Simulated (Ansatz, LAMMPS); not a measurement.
**A faulty run on amorphous poly(vinyl fluoride) (as short chains C16F7H27) at 300 K (100 atoms)**

Program: Ansatz 0.2.0. The cell: 32 C, 14 F and 54 H.

input.yaml

```yaml
crystal:
  lattice:
    - [9.65568, 0.0, 0.0]
    - [0.0, 9.65568, 0.0]
    - [0.0, 0.0, 9.65568]
  atoms:
    - { symbol: C, position: [0.69599, 0.61598, 0.58926] }
    - { symbol: C, position: [0.6399, 0.73603, 0.51037] }
    - { symbol: C, position: [0.70897, 0.73529, 0.3677] }
    - { symbol: F, position: [0.74055, 0.60389, 0.32715] }
    - { symbol: C, position: [0.60671, 0.7825, 0.25144] }
    - { symbol: C, position: [0.69009, 0.79646, 0.12105] }
    - { symbol: F, position: [0.78603, 0.90215, 0.13818] }
    - { symbol: C, position: [0.59938, 0.8387, 0.00286] }
    - { symbol: C, position: [0.67258, 0.88358, 0.87429] }
    - { symbol: F, position: [0.78357, 0.80101, 0.8663] }
    - { symbol: C, position: [0.72236, 0.02827, 0.88303] }
    - { symbol: C, position: [0.77977, 0.08765, 0.74838] }
    - { symbol: F, position: [0.90698, 0.02728, 0.72049] }
    - { symbol: C, position: [0.80828, 0.24609, 0.75512] }
    - { symbol: C, position: [0.93128, 0.2788, 0.84904] }
    - { symbol: F, position: [0.04059, 0.30932, 0.76957] }
    - { symbol: C, position: [0.89911, 0.39453, 0.94315] }
    - { symbol: C, position: [0.83292, 0.35221, 0.08457] }
    [... 76 atom lines left out ...]
    - { symbol: H, position: [0.10443, 0.52506, 0.40428] }
    - { symbol: H, position: [0.98847, 0.64203, 0.469] }
    - { symbol: H, position: [0.09038, 0.83302, 0.32327] }
    - { symbol: H, position: [0.07318, 0.54277, 0.17797] }
    - { symbol: H, position: [0.12961, 0.6924, 0.08285] }
    - { symbol: H, position: [0.97142, 0.68218, 0.15402] }
kpoints:
  mp_grid: { grid: [1, 1, 1] }
hamiltonian:
  xc: rpbe
  dispersion: d3bj
scf:
  occupations: { method: fixed }
  eigensolver: { kind: { support_functions: { accuracy: medium, spacing: 0.45 } } }
  max_iter: 100
output:
  forces: true
```

On the command line:

```sh
ansatz run input.yaml --threads 4 --pin off --max-ram 8192MiB --backend cpu --events-out ev --progress --plain --runs-dir out
```

Numbers of over 12 decimals in the logs are rounded to 6 here.

Output:

```text
Warning: scf.eigensolver.kind.support_functions: disabling space-group detection — the functions' gradient is summed over unrotated k-points, so no spatial operation reduces the k-mesh or symmetrises the density; time reversal is kept, so that k and −k are solved as one point where they differ and the mesh holds both, and exact exchange and, on two spinor components, a DFT+U term hold to it where the run has them: [...]
Warning: basis.ecutwfc = 631 eV, auto-derived: no grid that the accuracy of the support functions lays serves the files at the lower one that their records recommend; a deck with other species or settings can derive another value
settings of this run that can trade accuracy for cost: scf.eigensolver.kind.support_functions [...]
Engine: ansatz 0.2.0, x86_64-unknown-linux-gnu
Pseudopotentials: kind: paw
Pseudopotential: C, paw, valence charge 4, recommended cutoff 420 eV (normal), C.paw.azcp
Pseudopotential: F, paw, valence charge 7, recommended cutoff 420 eV (normal), F.paw.azcp
Pseudopotential: H, paw, valence charge 1, recommended cutoff 420 eV (normal), H.paw.azcp
[... 5 lines on functional and potentials left out ...]
Crystal: 100 atoms, lattice volume = 900.220 Å³
Basis set: ecut = 631 eV, 32423 PW (Γ), exchange–correlation on 160×160×160 points (8 copies of the dense FFT grid, shifted against one another)
Bands: 168, of which v1, the nominal top of the filled ones, is band 140 counted from 1 (139 counted from 0)
Symmetry: 1 space group operations
k-points: 1
[... 9 lines on functional and potentials left out ...]
Initial density: superposition of atomic densities (chi_scale 0.1, normalization cell, long waves 3 % of neutral atoms (reshape's long-wave potential 1.03 eV rms, cloud 1.33 Å wide))
Initial wavefunctions: pseudopotential atomic-orbital guess
Functional: x = rpbe, c = pbe(β = 0.066725)
SCF iter   1: F=—  HF=-20314.669297 eV  |F-HF|=—  |Δ(HF+E_count)|=         —  Δρ=1.88e-1  dr2=3.31e2  ethr=1.00e-1
preconditioner: auto → Resta (q_TF=auto, 2.246 Å⁻¹)  ε∞=8.2  [insulator: Δε(μ)=3.444 eV  Ē_g=14.142 eV  n_scr=170 (ndim 8)  ℏωp=18.9 eV  f_vac=0.093  ε∞_Penn≈2.8]
SCF iter   2: F=—  HF=-20237.372305 eV  |F-HF|=—  |Δ(HF+E_count)|=    7.73e1  Δρ=1.05e-1  dr2=5.48e1  ethr=1.00e-1
SCF iter   3: F=—  HF=-20234.978169 eV  |F-HF|=—  |Δ(HF+E_count)|=    2.39e0  Δρ=4.64e-2  dr2=1.96e1  ethr=1.96e-2  κ⁻¹=1.0e0(r=1)
SCF iter   4: F=—  HF=-20231.701272 eV  |F-HF|=—  |Δ(HF+E_count)|=    3.28e0  Δρ=1.42e-2  dr2=3.34e0  ethr=7.01e-3  κ⁻¹=1.2e-1(r=2)
SCF iter   5: F=—  HF=-20231.341511 eV  |F-HF|=—  |Δ(HF+E_count)|=   3.60e-1  Δρ=6.16e-3  dr2=4.20e-1  ethr=1.19e-3  κ⁻¹=8.2e-3(r=3)
SCF iter   6: F=—  HF=-20231.563675 eV  |F-HF|=—  |Δ(HF+E_count)|=   2.22e-1  Δρ=2.77e-3  dr2=1.26e-1  ethr=1.50e-4  κ⁻¹=2.1e-3(r=4)
SCF iter   7: F=—  HF=-20231.674683 eV  |F-HF|=—  |Δ(HF+E_count)|=   1.11e-1  Δρ=1.27e-3  dr2=2.50e-2  ethr=4.49e-5  κ⁻¹=2.2e-4(r=5)
SCF iter   8: F=—  HF=-20231.694108 eV  |F-HF|=—  |Δ(HF+E_count)|=   1.94e-2  Δρ=7.76e-4  dr2=7.65e-3  ethr=8.92e-6  κ⁻¹=8.7e-5(r=6)
SCF iter   9: F=—  HF=-20231.699815 eV  |F-HF|=—  |Δ(HF+E_count)|=   5.71e-3  Δρ=4.08e-4  dr2=1.85e-3  ethr=2.73e-6  κ⁻¹=7.3e-6(r=7)
SCF iter  10: F=—  HF=-20231.703435 eV  |F-HF|=—  |Δ(HF+E_count)|=   3.62e-3  Δρ=1.40e-4  dr2=3.20e-4  ethr=6.59e-7  κ⁻¹=1.5e-5(r=7)
SCF iter  11: F=—  HF=-20231.705960 eV  |F-HF|=—  |Δ(HF+E_count)|=   2.52e-3  Δρ=8.59e-5  dr2=8.74e-5  ethr=1.14e-7  κ⁻¹=2.5e-5(r=7)
SCF iter  12: F=—  HF=-20231.707749 eV  |F-HF|=—  |Δ(HF+E_count)|=   1.79e-3  Δρ=3.85e-5  dr2=2.26e-5  ethr=3.12e-8  κ⁻¹=5.3e-5(r=7)
SCF iter  13: F=—  HF=-20231.709082 eV  |F-HF|=—  |Δ(HF+E_count)|=   1.33e-3  Δρ=1.57e-5  dr2=4.33e-6  ethr=8.06e-9  κ⁻¹=2.5e-5(r=7)
SCF iter  14: F=-20231.710114 eV  HF=-20231.710115 eV  |F-HF|=5.59e-7  |Δ(HF+E_count)|=   1.03e-3  Δρ=7.91e-6  dr2=9.62e-7  ethr=1.55e-9
SCF 1 converged in 14 iterations: F = -20231.721817 eV  dr2 = 9.62e-7
[...]
SCF converged after 14 iterations
Stability not checked: this state was not tested for a lower state beside it, because the mixer in use, unlike msr1, does not test its closes by its own steps (another_mixer; see scf.mixing.algorithm and scf.lower_state_search)
Free energy (F): -20231.721817 eV
Harris-Foulkes:  -20231.721817 eV  (|F-HF|=5.59e-7)
Internal energy: -20231.721817 eV  (E = F + TS)
E sigma→0 (E₀):  -20231.721817 eV
Fermi energy:    -0.861814 eV
--- Per-component energies (eV) ---
  E_band       = -2199.286379
  E_kinetic    = 7097.695473
  E_local      = -22474.955889  (includes V_loc(G=0)·N_el)
  E_nonlocal   = 1448.356694
  E_softening  = -9.130611  (part of E_nonlocal)
  E_grid_corr  = -29.922009  (part of E_nonlocal)
  E_hartree    = 8443.274272
  E_xc         = -3324.426008
  E_vxc        = -4182.187266  (∫ρ·V_xc dr)
  E_paw        = -5908.848974  (= ΣΔE_a)
  E_vpaw       = -974.733718  (= ΣTr[D̂ρ^β])
  E_aug_tail   = 0.003574  (compensation charges beyond the density's cutoff)
  E_ewald      = -5497.453635
  E_disp       = -14.562233  (pairwise vdW)
  E_core_change = -0.793388  (= ΣΔE_core)
  E_smearing   = -0.000000  (= −TS)
  E_closure    = -0.000000  (closes the sum)
  E_support_correction = -0.011703  (second-order, or where that is not computed along the SCF)
  E_support_correction_error = 7.4e-8  (of E_support_correction; not in F)
  Σ components = -20231.721817   (vs F -20231.721817, Δ=0.00e0)
--- Forces (eV/Å), atoms counted from 1 ---
  atom   1  C     -0.53139913    -2.42830740     2.05321817
  atom   2  C      0.02183579     0.11247657     1.10120070
  atom   3  C     -3.48516298     0.10503390    -1.76921938
  atom   4  F     -5.75349244    -2.59559324    -6.14753967
  atom   5  C      1.19073409    -1.91972138     1.44528336
  atom   6  C     -1.09289897     0.49005637    -1.81766743
  atom   7  F     -3.55000326    -2.55117206     6.70544614
  atom   8  C     -2.08210359    -0.52533112     0.37596883
  atom   9  C     -0.03897271     1.59605539    -1.03715021
  atom  10  F     -2.46579253     3.70368458    -7.82678472
  atom  11  C      0.09088807    -0.15621633     0.04253954
  atom  12  C     -2.35371575     2.26741479     0.27595345
  atom  13  F     -3.80721773    -6.03965848     5.59700967
  atom  14  C      0.71791435    -1.79918172     0.22778769
[...]
atom  99  H      0.30068393     0.06401899     0.85064994
  atom 100  H     -0.80866163     0.37990090     0.52123931
  max |Σ_I F_I| component: 2.32e1 eV/Å
--- Band table (eV) ---
  k-point 0: bands = ["-25.7012", "-25.5266", "-25.4866", "-25.4414", [... 132 levels ...], "-1.0113", "-0.9699", "-0.9088", "-0.8618", "5.2643", "5.6889", "5.8701", "6.0587", "6.1566", "6.3477", "6.3966", "6.4440"]
  guard bands above this table: 20 of the run's 168 bands (output.publish_guard_bands: true publishes all)
settings of this run that can trade accuracy for cost: scf.eigensolver.kind.support_functions [...]
```

Wall time 12 s (4 threads of AMD EPYC 9R45, shared host); peak memory 1.5 GiB; 45 s of CPU time.

Against a sound run (Kohn-Sham DFT, RPBE+D3(BJ), PAW (set soft_2), plane waves):

* r.m.s. difference of force components: 1714 meV/Å
* longest difference of force vectors: 10740 meV/Å
* force difference over r.m.s. force: 158.1 %
* energy difference: 643.4 meV/atom

What is at fault here, and what would mend it?

A grid far too coarse: support_functions.accuracy = "medium" and support_functions.spacing = 0.45.

The fix is to leave the spacing at the level's default.

The run converged all the same, so the exit status doesn't show the fault.

[Logs are printed without paths, hosts, clocks, repeated set-up lines and the standing remarks that a program may print on its own settings, such as how far it seeks lower states.]

[Hosts, paths, dates, database ids (printed as entryN), source tags and the programs' standing remarks are cut or masked in the printed files.]
